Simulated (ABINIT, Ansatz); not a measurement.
# CsCaF3 (Pm-3m): G0W0 with ABINIT, start to end, part 3 of 3

How does a plane-wave GW calculation on CsCaF3 (Pm-3m) run from the first input to the gap?

ABINIT 10.8.3; LDA and many-body steps on it, plane waves. Known limits of the many-body steps: not at the basis limit; no spin-orbit coupling; coarse k mesh.

So far. Step 4 (Empty states on the mesh, 2×2×2 mesh, 186 bands): On this mesh the gap is 6.840 eV. Step 5 (Screening, 2×2×2 mesh, 170 bands, screening to 176.9 eV): Local fields lower ε∞ by 10 %. On a Γ-centred mesh this coarse the value itself is usually too large, while a short band sum pulls it down.

## (6) Self-energy, 2×2×2 mesh, 170 bands, screening to 176.9 eV

The self-energy is evaluated for the states that the input lists, and the levels follow from it, in one-shot runs by the linearised quasiparticle equation.

This step: G0W0 on LDA, plane waves, norm-conserving pseudopotentials.

Input file run.abi:

```
acell 3*1.0 Angstrom
rprim 
  4.520531030000 0.000000000000 0.000000000000
  0.000000000000 4.520531030000 0.000000000000
  0.000000000000 0.000000000000 4.520531030000
ntypat 3
znucl 55 20 9
natom 5
typat 1 2 3 3 3
xred 
  0.000000000000 0.000000000000 0.000000000000
  0.500000000000 0.500000000000 0.500000000000
  0.000000000000 0.500000000000 0.500000000000
  0.500000000000 0.000000000000 0.500000000000
  0.500000000000 0.500000000000 0.000000000000
pp_dirpath "pseudos"
pseudos "Cs.upf, Ca.upf, F.upf"
ecut 36
ngkpt 2 2 2
nshiftk 1
shiftk 0 0 0
kptopt 1
chksymbreak 0
istwfk *1
occopt 1
irdwfk 1
optdriver 4
nband 170
gwcalctyp 0
ecutsigx 36
symsigma 1
nkptgw 2
kptgw 
  0.5000000000 0.5000000000 0.5000000000
  0.0000000000 0.0000000000 0.0000000000
bdgw 
  18 23
  18 23
ecuteps 6.5
irdscr 1
ppmodel 1
indata_prefix "in"
outdata_prefix "out"
tmpdata_prefix "tmp"
```

The run is started by

```sh
$ OMP_NUM_THREADS=1 mpirun -n 4 abinit run.abi > log
```

Numbers of over 12 decimals in the logs are rounded to 6 here.

What it wrote:

```text
.Version 10.8.3 of ABINIT. v10.8.2 released Aug 2026.

 Symmetries : space group Pm -3 m (#221); Bravais cP (primitive cubic)
[... echo of the input left out ...]
== DATASET  1 ==================================================================
-   mpi_nproc: 4, omp_nthreads: 1 (-1 if OMP is not activated)

--- !DatasetInfo
iteration_state: {dtset: 1, }
dimensions: {natom: 5, nkpt: 4, mband: 170, nsppol: 1, nspinor: 1, nspden: 1, mpw: 6488, }
cutoff_energies: {ecut:  36.0, pawecutdg:  -1.0, }
electrons: {nelect:   4.00000000E+01, charge:   0.00000000E+00, occopt:   1.00000000E+00, tsmear:   1.00000000E-02, }

 SIGMA: Calculation of the GW corrections

 Based on a program developped by R.W. Godby, V. Olevano, G. Onida, and L. Reining.
 Incorporated in ABINIT by V. Olevano, G.-M. Rignanese, and M. Torrent.
.Using double precision arithmetic ; gwpc =  8

[... cell and pseudopotentials left out ...]
--------------------------------------------------------------------------------

 ==== K-mesh for the wavefunctions ====
 Number of points in the irreducible wedge :     4
[... list of points left out ...]
 Together with 48 symmetry operations and time-reversal symmetry
 yields     8 points in the full Brillouin Zone.

 ==== Q-mesh for screening function ====
 Number of points in the irreducible wedge :     4
[... list of points left out ...]
 Together with 48 symmetry operations and time-reversal symmetry
 yields     8 points in the full Brillouin Zone.

 vcoul_init : cutoff-mode = AUXILIARY_FUNCTION
 q-points for optical limit:   1
     1)      0.000010    0.000020    0.000030
 setmesh: FFT mesh size selected  =    48x   48x   48
          total number of points  =       110592

 Number of electrons calculated from density =   40.0000; Expected =   40.0000
 average of density, n =  0.064165
 r_s =    1.5495
 omega_plasma =   24.4345 [eV]

 === KS Band Gaps ===
  >>>> For spin  1
   Minimum direct gap =   6.8644 [eV], located at k-point      :   0.0000  0.0000  0.0000
   Fundamental gap    =   6.8403 [eV], Top of valence bands at :   0.5000  0.5000  0.5000
                                       Bottom of conduction at :   0.0000  0.0000  0.0000
 SIGMA fundamental parameters:
 PLASMON POLE MODEL  1
 number of plane-waves for SigmaX                 6451
 number of plane-waves for SigmaC and W            485
 number of plane-waves for wavefunctions          6451
 number of bands                                   170
 number of independent spin polarizations            1
 number of spinorial components                      1
 number of k-points in IBZ                           4
 number of q-points in IBZ                           4
 number of symmetry operations                      48
 number of k-points in BZ                            8
 number of q-points in BZ                            8
 number of frequencies for dSigma/dE                 9
 frequency step for dSigma/dE [eV]                0.25
 number of omega for Sigma on real axis              0
 max omega for Sigma on real axis  [eV]           0.00
 zcut for avoiding poles [eV]                     0.10

 EPSILON^-1 parameters (SCR file):
 dimension of the eps^-1 matrix on file            485
 dimension of the eps^-1 matrix used               485
 number of plane-waves for wavefunctions          6451
 number of bands                                   170
 number of q-points in IBZ                           4
 number of frequencies                               2
 number of real frequencies                          1
 number of imag frequencies                          1

 matrix elements of self-energy operator (all in [eV])

 Perturbative Calculation

--- !SelfEnergy_ee
iteration_state: {dtset: 1, }
kpoint     : [   0.500,    0.500,    0.500, ]
spin       : 1
KS_gap     :    8.824
QP_gap     :   12.223
Delta_QP_KS:    3.398
data: !SigmaeeData |
     Band     E0 <VxcDFT>   SigX SigC(E0)      Z dSigC/dE  Sig(E)    E-E0       E
       18   0.152 -21.956 -29.477   5.334   0.794  -0.260 -23.692  -1.736  -1.584
       19   0.152 -21.956 -29.477   5.334   0.794  -0.260 -23.692  -1.736  -1.584
       20   0.152 -21.956 -29.477   5.334   0.794  -0.260 -23.692  -1.736  -1.584
       21   8.976  -9.539  -4.486  -3.158   0.877  -0.140  -7.877   1.662  10.639
       22   8.976  -9.539  -4.486  -3.158   0.877  -0.140  -7.877   1.662  10.639
       23   8.976  -9.539  -4.486  -3.158   0.877  -0.140  -7.877   1.662  10.639

--- !SelfEnergy_ee
iteration_state: {dtset: 1, }
kpoint     : [   0.000,    0.000,    0.000, ]
spin       : 1
KS_gap     :    6.864
QP_gap     :   10.225
Delta_QP_KS:    3.360
data: !SigmaeeData |
     Band     E0 <VxcDFT>   SigX SigC(E0)      Z dSigC/dE  Sig(E)    E-E0       E
       18   0.128 -21.756 -29.060   5.117   0.798  -0.253 -23.501  -1.745  -1.617
       19   0.128 -21.756 -29.060   5.117   0.798  -0.253 -23.501  -1.745  -1.617
       20   0.128 -21.756 -29.060   5.117   0.798  -0.253 -23.501  -1.745  -1.617
       21   6.993  -9.484  -4.516  -3.135   0.881  -0.136  -7.869   1.615   8.607
       22   8.181  -8.906  -3.995  -3.088   0.881  -0.135  -7.299   1.607   9.788
       23   8.181  -8.906  -3.995  -3.088   0.881  -0.135  -7.299   1.607   9.788

== END DATASET(S) ==============================================================
================================================================================

 -outvars: echo values of variables after computation  --------
           etotal      0.0000000000E+00
            nband         170
             nkpt           4
          spgroup         221
 [... the other variables as echoed above ...]

 Calculation completed.
```

Wall time 27 s (4 MPI ranks of Arm Neoverse V1, shared host); peak memory 1.3 GiB; 1.8 min of CPU time.

Numbers from this step:

```
G0W0 gap on the points computed              : 10.19 eV
starting gap on the mesh                     : 6.840 eV
k of the valence top                         : 0.5, 0.5, 0.5
k of the conduction bottom                   : 0, 0, 0
Z at the valence top                         : 0.794
Z at the conduction bottom                   : 0.881
least direct G0W0 gap on the computed points : 10.22 eV
```

The gap on the mesh goes from 6.84 eV to 10.19 eV, a correction of +3.35 eV.

Limits: finite bands, cutoff and mesh; no spin-orbit coupling; coarse k mesh. v1 is the top filled band, c1 the lowest empty one. Levels before and after the correction, in eV, zero at the valence-band top of each column:

```
           conduction bottom  valence top
Kohn-Sham               6.84         0.00
     G0W0              10.19         0.00
```

```
                         level  energy (eV)
Kohn-Sham  (0.5 0.5 0.5) v3-v1        0.000
Kohn-Sham  (0.5 0.5 0.5) c1-c3        8.824
Kohn-Sham              Γ v3-v1       -0.024
Kohn-Sham                 Γ c1        6.840
Kohn-Sham              Γ c2-c3        8.029
     G0W0  (0.5 0.5 0.5) v3-v1        0.000
     G0W0  (0.5 0.5 0.5) c1-c3       12.223
     G0W0              Γ v3-v1       -0.033
     G0W0                 Γ c1       10.191
     G0W0              Γ c2-c3       11.372
```

## (7) Where the time went

Times are wall times on 4 MPI ranks of Arm Neoverse V1, shared host, good to a factor of about two.

```
                          step  time  share  memory (GiB)
                  ground state  27 s   13 %          0.36
bands along the symmetry lines  68 s   32 %          0.42
      empty states on the mesh  57 s   27 %          0.43
                     screening  35 s   16 %           1.3
                   self-energy  27 s   13 %           1.3
```

## (8) Outcome

```json
{
 "LDA gap": "6.84 eV, indirect (only 24 meV under the direct gap)",
 "G0W0 gap on the mesh": "10.19 eV",
 "GW settings": "2×2×2 mesh, 170 bands, screening to 176.9 eV, Godby-Needs plasmon pole",
 "known limits": "not at the basis limit; no spin-orbit coupling; coarse k mesh"
}
```

What this shows: G0W0 moves the gap on the mesh from 6.84 eV to 10.19 eV (+3.35 eV), with Z of 0.79 and 0.88 at the edges. Local fields lower the RPA ε∞ on this mesh from 2.67 to 2.39; a Γ-centred mesh this coarse tends to raise both, most where the direct gap is narrow, while a short band sum lowers them. Only 2 of the mesh's irreducible points were corrected, so a valley elsewhere could overtake. Bands and cutoff are finite, so the gap is not at the basis limit. The miss can reach some tenths of an eV and take either sign; the mesh is an error of its own. In the G0W0 run levels were corrected at 2 k points alone, so a gap called «on the mesh» is the least over those, and an edge elsewhere would be missed. The 2×2×2 mesh is coarse for this cell, which bears on the long-range parts of exchange and screening. This is the ideal cubic cell; many perovskites, halides above all, are cubic only on average, and local tilts or off-centring can widen the gap. The many-body steps are scalar-relativistic: spin-orbit coupling is not in them.

[Paths, hosts, dates, memory and timing lines, banners, echoed tables and standing remarks are left out of the program output.]

[Logs are printed without paths, hosts, clocks, repeated set-up lines and the standing remarks that a program may print on its own settings, such as how far it seeks lower states.]

[Runs of the session that timed out or met a known fault of the program may be left out.]

[Hosts, paths, dates, database ids (printed as entryN), source tags and the programs' standing remarks are cut or masked in the printed files.]

[G0W0 gaps are taken among the corrected bands and points alone; a level outside them can change the order at an edge.]

[Where Ansatz stands beside ABINIT at settings called matched, ABINIT's density can come from a denser mesh and the files from another edition; pairs whose starting gaps differed by over 0.03 eV were left out, so agreement reads better than it is.]
